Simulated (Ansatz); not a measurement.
# Band gap of Ta2O5 (P2/m) from density functionals to GW, part 2 of 2

What gap does each level of theory give for Ta2O5 (P2/m), and in what time?

Ansatz 0.2.0; density functionals, hybrids and G0W0, plane waves, PAW. Known limits of the many-body steps: finite bands, screening cutoff and k mesh; no spin-orbit coupling in G0W0.

So far. Step 5 (PBE0 on the 4×4×2 mesh): Over mesh and listed points the gap is 4.417 eV, from k = (-0.500, 0.500, 0.500) to k = (0.000, 0.000, 0.500). The least direct gap found is 5.023 eV, at k = Γ. PBE0 against HSE06: 4.417 − 3.662 = +0.755 eV, with the same mesh, files and cutoff, and both edges at the same k points.

In doubt: masses and optical values from hybrid runs of this build are listed as unsure (steps 7, 8), which bears on the screening that GW takes from such a start.

## Step 7: G0W0@HSE06, 4×4×4 mesh, 356 empty bands, screening to 138 eV, PAW set soft_1 files

This step: G0W0 on HSE06, plane waves, PAW; PAW set soft_1.

Contents of input.yaml:

```yaml
crystal:
  lattice:
    - [3.8414080139, 0.0, 0.0]
    - [0.0, 3.86271575, 0.0]
    - [-1.8189421445, 0.0, 6.5289594201]
  atoms:
    - { symbol: Ta, position: [0.64953073, 0.0, 0.79131453] }
    - { symbol: Ta, position: [0.35046927, 0.0, 0.20868547] }
    - { symbol: O, position: [0.6621243, 0.5, 0.79832929] }
    - { symbol: O, position: [0.3378757, 0.5, 0.20167071] }
    - { symbol: O, position: [0.18976057, 0.0, 0.87062125] }
    - { symbol: O, position: [0.81023943, 0.0, 0.12937875] }
    - { symbol: O, position: [0.5, 0.0, 0.5] }
kpoints:
  mp_grid: { grid: [4, 4, 4] }
hamiltonian:
  xc: hse06
  pseudopotentials: { kind: paw, azcp: { folder: soft_1 } }
scf:
  occupations: { method: fixed }
gw:
  n_empty_bands: 356
  ecut_chi: 138
  qp_bands: [v2, c2]
  qp_kpoints: band_edges
  screening: { model: contour_deformation }
```

Command:

```console
$ ansatz run input.yaml --threads 3 --pin off --max-ram 92160MiB --backend cuda --events-out ev --progress --plain --runs-dir out --devices 1 --max-vram 13GiB
```

Numbers of over 12 decimals in the logs are rounded to 6 here.

The program printed:

```text
GPUs: using 1 of 1 available (devices: 1).
[...]
GPU FFT provider: cuFFT
GPU libraries: cuBLAS 13.8.2, cuFFT 12.4.0, cuSOLVER 12.3.4
Crystal: 7 atoms, lattice volume = 96.878 Å³
Basis set: ecut = 420 eV, 1913 PW (Γ)
Bands: 35, of which v1, the nominal top of the filled ones, is band 28 counted from 1 (27 counted from 0)
Symmetry: 4 space group operations
[...]
k-points: 30 of 64
[...]
1    29      9.6365   -12.7105    -4.3260   -17.5615  0.8265    10.1638    10.1615  root
     1    30     10.1089   -13.0288    -4.4959   -18.0698  0.8221    10.6567    10.6540  root
[...]
29    27      5.8180   -26.3149     4.2915   -22.1880  0.7689     5.9822     5.9826  root
    29    28      5.9511   -26.4954     4.2956   -22.3783  0.7689     6.1292     6.1296  root
    29    29     10.6836   -13.1590    -4.6134   -18.3495  0.8163    11.2640    11.2607  root
    29    30     12.6945   -14.7709    -4.9758   -20.4248  0.7884    13.3789    13.3726  root
[key lines of the parts left out:]
Free energy (F): -22711.304331 eV
Fermi energy:    5.951138 eV
```

It took 2 min on 1 × NVIDIA H100 80GB HBM3 (shared by 6 runs) with 3 threads of AMD EPYC 7R13 (Zen 3), shared host; peak memory 2.5 GiB.

Numbers from this step:

```
bands summed                                    : 384
RPA ε∞ on this mesh (eigenvalues)               : 3.587, 3.624, 4.924
plane waves in the screening matrix             : 365
G0W0 gap over the corrected points              : 4.010 eV
k of the valence top                            : -0.5, -0.5, -0.5
k of the conduction bottom                      : 0, 0, -0.5
starting gap on the mesh                        : 3.665 eV
Z at the valence top                            : 0.7689
Z at the conduction bottom                      : 0.8267
least direct G0W0 gap over the corrected points : 4.720 eV
```

Over 21 of 30 irreducible mesh points the G0W0 gap is 4.010 eV, from k = (-0.500, -0.500, -0.500) to k = (0.000, 0.000, -0.500). The HSE06 gap of this run on the mesh is 3.665 eV. The two states that bound the G0W0 gap lie that far apart at the start, so the correction of the gap is 4.010 − 3.665 = +0.345 eV. G0W0@HSE06 against G0W0@LDA with 384 bands (a further run, in the table below): 4.010 − 3.527 = +0.483 eV, with the same mesh, files and cutoffs, and both edges at the same k points.

## Step 8: G0W0@PBE0, 4×4×4 mesh, 356 empty bands, screening to 138 eV, PAW set soft_1 files

This step: G0W0 on PBE0, plane waves, PAW; PAW set soft_1.

Changes to input.yaml since step 7:

```diff
@@ -16,3 +16,3 @@
 hamiltonian:
-  xc: hse06
+  xc: pbe0
   pseudopotentials: { kind: paw, azcp: { folder: soft_1 } }
```

The program printed:

```text
GPUs: using 1 of 1 available (devices: 1).
[...]
GPU FFT provider: cuFFT
GPU libraries: cuBLAS 13.8.2, cuFFT 12.4.0, cuSOLVER 12.3.4
Crystal: 7 atoms, lattice volume = 96.878 Å³
Basis set: ecut = 420 eV, 1913 PW (Γ)
Bands: 35, of which v1, the nominal top of the filled ones, is band 28 counted from 1 (27 counted from 0)
Symmetry: 4 space group operations
[...]
k-points: 30 of 64
[...]
1    29      9.9960   -12.6852    -4.2147   -17.1628  0.8370    10.2594    10.2590  root
     1    30     10.4759   -13.0061    -4.3760   -17.6646  0.8329    10.7590    10.7584  root
[...]
29    27      5.4215   -26.3216     4.1482   -22.6004  0.7820     5.8468     5.8485  root
    29    28      5.5550   -26.5014     4.1530   -22.7898  0.7819     5.9946     5.9965  root
    29    29     11.0608   -13.1326    -4.4817   -17.9271  0.8276    11.3744    11.3736  root
    29    30     13.0918   -14.7549    -4.8131   -19.9947  0.8024    13.5205    13.5185  root
[key lines of the parts left out:]
Free energy (F): -22706.977591 eV
Fermi energy:    5.554998 eV
```

It took 90 s on 1 × NVIDIA H100 80GB HBM3 (shared by 6 runs) with 3 threads; peak memory 2.5 GiB.

This step gave:

```yaml
bands_summed: 384
rpa_eps_infinity_on_this_mesh_eigenvalues: 3.394, 3.413, 4.509
plane_waves_in_the_screening_matrix: 365
g0w0_gap_over_the_corrected_points: 4.240 eV
k_of_the_valence_top: -0.5, -0.5, -0.5
k_of_the_conduction_bottom: 0, 0, -0.5
starting_gap_on_the_mesh: 4.420 eV
z_at_the_valence_top: 0.7819
z_at_the_conduction_bottom: 0.8372
least_direct_g0w0_gap_over_the_corrected_points: 4.954 eV
```

Over 21 of 30 irreducible mesh points the G0W0 gap is 4.240 eV, from k = (-0.500, -0.500, -0.500) to k = (0.000, 0.000, -0.500). The PBE0 gap of this run on the mesh is 4.420 eV. The two states that bound the G0W0 gap lie that far apart at the start, so the correction of the gap is 4.240 − 4.420 = −0.180 eV. G0W0@PBE0 against G0W0@HSE06 with 384 bands: 4.240 − 4.010 = +0.230 eV, with the same mesh, files and cutoffs, and both edges at the same k points. The program's warnings for this run: coarse exchange mesh.

## Step 9: Gap and time by level

Each gap is the least one over the points named; times are wall times on shared hosts, not benchmarks. A G0W0 time includes the run's own self-consistent start. Runs with listed points see these and the mesh alone, so an edge that moves elsewhere is missed. Rows marked * are further runs, not shown as steps, whose inputs differ from the G0W0 step on the same start in the columns given; solver thresholds can differ too. Symmetry makes (-0.500, 0.500, 0.500) and (-0.500, -0.500, -0.500) one point. Symmetry makes (0.000, 0.000, 0.500) and (0.000, 0.000, -0.500) one point.

```csv
level,mesh,"files, cutoff","bands summed, screening",points,gap (eV),valence top,conduction bottom,least direct gap (eV),time
LDA,6×6×4,"soft_1 PAW, 420 eV",-,mesh and path,2.123,"(-0.500, 0.500, 0.500)","(0.000, 0.000, 0.500)",2.795,9.2 s
LDA+SOC,6×6×4,"soft_1 PAW, 420 eV",-,mesh and listed points,2.096,"(-0.500, 0.500, 0.500)","(0.000, 0.000, 0.500)",2.763,10 s
HSE06,4×4×2,"soft_1 PAW, 420 eV",-,mesh and listed points,3.662,"(-0.500, 0.500, 0.500)","(0.000, 0.000, 0.500)",4.283,21 s
PBE0,4×4×2,"soft_1 PAW, 420 eV",-,mesh and listed points,4.417,"(-0.500, 0.500, 0.500)","(0.000, 0.000, 0.500)",5.023,18 s
G0W0@LDA*,4×4×4,"soft_1 PAW, 420 eV","154, 69 eV",20 of 30 irreducible mesh points,3.514,"(-0.500, -0.500, -0.500)","(0.000, 0.000, -0.500)",4.227,22 s
G0W0@LDA*,4×4×4,"soft_1 PAW, 420 eV","384, 138 eV",20 of 30 irreducible mesh points,3.527,"(-0.500, -0.500, -0.500)","(0.000, 0.000, -0.500)",4.230,57 s
G0W0@LDA,4×4×4,"soft_1 PAW, 420 eV","795, 230 eV",20 of 30 irreducible mesh points,3.603,"(-0.500, -0.500, -0.500)","(0.000, 0.000, -0.500)",4.291,2 min
G0W0@LDA*,4×4×2,"soft_1 PAW, 420 eV","384, 138 eV",12 of 18 irreducible mesh points,3.519,"(-0.500, -0.500, -0.500)","(0.000, 0.000, -0.500)",4.222,18 s
G0W0@HSE06,4×4×4,"soft_1 PAW, 420 eV","384, 138 eV",21 of 30 irreducible mesh points,4.010,"(-0.500, -0.500, -0.500)","(0.000, 0.000, -0.500)",4.720,2 min
G0W0@PBE0,4×4×4,"soft_1 PAW, 420 eV","384, 138 eV",21 of 30 irreducible mesh points,4.240,"(-0.500, -0.500, -0.500)","(0.000, 0.000, -0.500)",4.954,90 s
```

## Step 10: Summary of results

```json
{
  "LDA, over mesh and path": "2.123 eV",
  "LDA+SOC, over mesh and listed points": "2.096 eV",
  "HSE06, over mesh and listed points": "3.662 eV",
  "PBE0, over mesh and listed points": "4.417 eV",
  "G0W0@LDA (795 bands, 4×4×4), over 20 of 30 irreducible mesh points": "3.603 eV",
  "G0W0@HSE06, over 21 of 30 irreducible mesh points": "4.010 eV",
  "G0W0@PBE0, over 21 of 30 irreducible mesh points": "4.240 eV",
  "known limits": "finite bands, screening cutoff and k mesh; no spin-orbit coupling in G0W0"
}
```

What this shows: The rows run from 2.096 eV (LDA+SOC) to 4.417 eV (PBE0). They differ in mesh, bands and screening cutoff of G0W0 and the points over which the gap was sought as well as in level, so only pairs that share these are like for like. LDA+SOC against LDA: 2.096 − 2.123 = −0.027 eV, with the same mesh, set of files (read in its fully relativistic form for the spin-orbit run) and cutoff, and both edges at the same k points. The spin-orbit run sees mesh and listed points alone, so its gap is an upper bound: the coupling can move an edge off these points, and the change over the zone, its sign included where it is small, is not known. PBE0 against HSE06: 4.417 − 3.662 = +0.755 eV, with the same mesh, files and cutoff, and both edges at the same k points. G0W0@HSE06 against G0W0@LDA with 384 bands: 4.010 − 3.527 = +0.483 eV, with the same mesh, files and cutoffs, and both edges at the same k points. G0W0@PBE0 against G0W0@HSE06 with 384 bands: 4.240 − 4.010 = +0.230 eV, with the same mesh, files and cutoffs, and both edges at the same k points. G0W0@LDA (795 bands, 4×4×4) moves the gap of its own start on the mesh by 3.603 − 2.110 = +1.493 eV, between the same two levels. Both edges that LDA shows over mesh and path lie at k points where levels were corrected. Levels at other points were not corrected, so a lower G0W0 gap elsewhere in the zone is not ruled out. G0W0@HSE06 moves the gap of its own start on the mesh by 4.010 − 3.665 = +0.345 eV, between the same two levels. Both edges that HSE06 shows over mesh and listed points lie at k points where levels were corrected. Levels at other points were not corrected, so a lower G0W0 gap elsewhere in the zone is not ruled out. G0W0@PBE0 moves the gap of its own start on the mesh by 4.240 − 4.420 = −0.180 eV, between the same two levels. Both edges that PBE0 shows over mesh and listed points lie at k points where levels were corrected. Levels at other points were not corrected, so a lower G0W0 gap elsewhere in the zone is not ruled out. What spin-orbit coupling does to the G0W0 levels was not computed, so no sum with the G0W0 gap is formed. For G0W0@LDA: from 154 bands and 69 eV to 795 bands and 230 eV the gap moves by 3.603 − 3.514 = +0.089 eV (rung by rung 3.514, 3.527, 3.603 eV); bands and screening cutoff rise together, so their parts are not told apart. A line in one over the bands through the two highest rungs gives 3.603 + (3.603 − 3.527) × 384 / (795 − 384) = 3.674 eV, and through the pair below 3.527 + (3.527 − 3.514) × 154 / (384 − 154) = 3.536 eV. The two differ by 0.138 eV, not under the 0.030 eV asked, so the law does not hold well over these rungs and the limit is not known. The other G0W0 rows are shown at one basis each (384 bands), so their distance from the limit is not known here. With the 4×4×2 mesh in place of the 4×4×4 mesh and all else as in the G0W0@LDA row with 384 bands, the gap differs by 3.519 − 3.527 = −0.008 eV, and that of the start by 2.106 − 2.110 = −0.004 eV. For G0W0@PBE0: the program's warnings for this run: coarse exchange mesh. The G0W0 runs are scalar-relativistic. G0W0@LDA runs of this series with other atomic data on the same mesh, not shown as steps, give 3.506 eV (hard PAW, 930 eV, 398 bands, screening to 138 eV; the table's row with the same empty bands and screening cutoff has 3.527 eV); where bands and cutoffs differ too, the part of the files is not isolated.

[Paths, hosts, dates, memory and timing lines, banners, echoed tables and standing remarks are left out of the program output.]

[Logs are printed without paths, hosts, clocks, repeated set-up lines and the standing remarks that a program may print on its own settings, such as how far it seeks lower states.]

[Runs of the session that timed out or met a known fault of the program may be left out.]

[Cells called generated may have been cut or substituted from an entry of the Crystallography Open Database or the Materials Project.]

[Hosts, paths, dates, database ids (printed as entryN), source tags and the programs' standing remarks are cut or masked in the printed files.]

[Where an RPA ε∞ is given, it is that of the G0W0 mesh and is not shown converged in it. Names of k-points follow the symmetry that the program found, which can be lower than the space group named. Band edges on a path are those of the sampled points; other points can move an edge, and change direct to indirect where valleys lie close.]

[Hybrid gaps are those of their k-mesh and are not shown converged in it.]
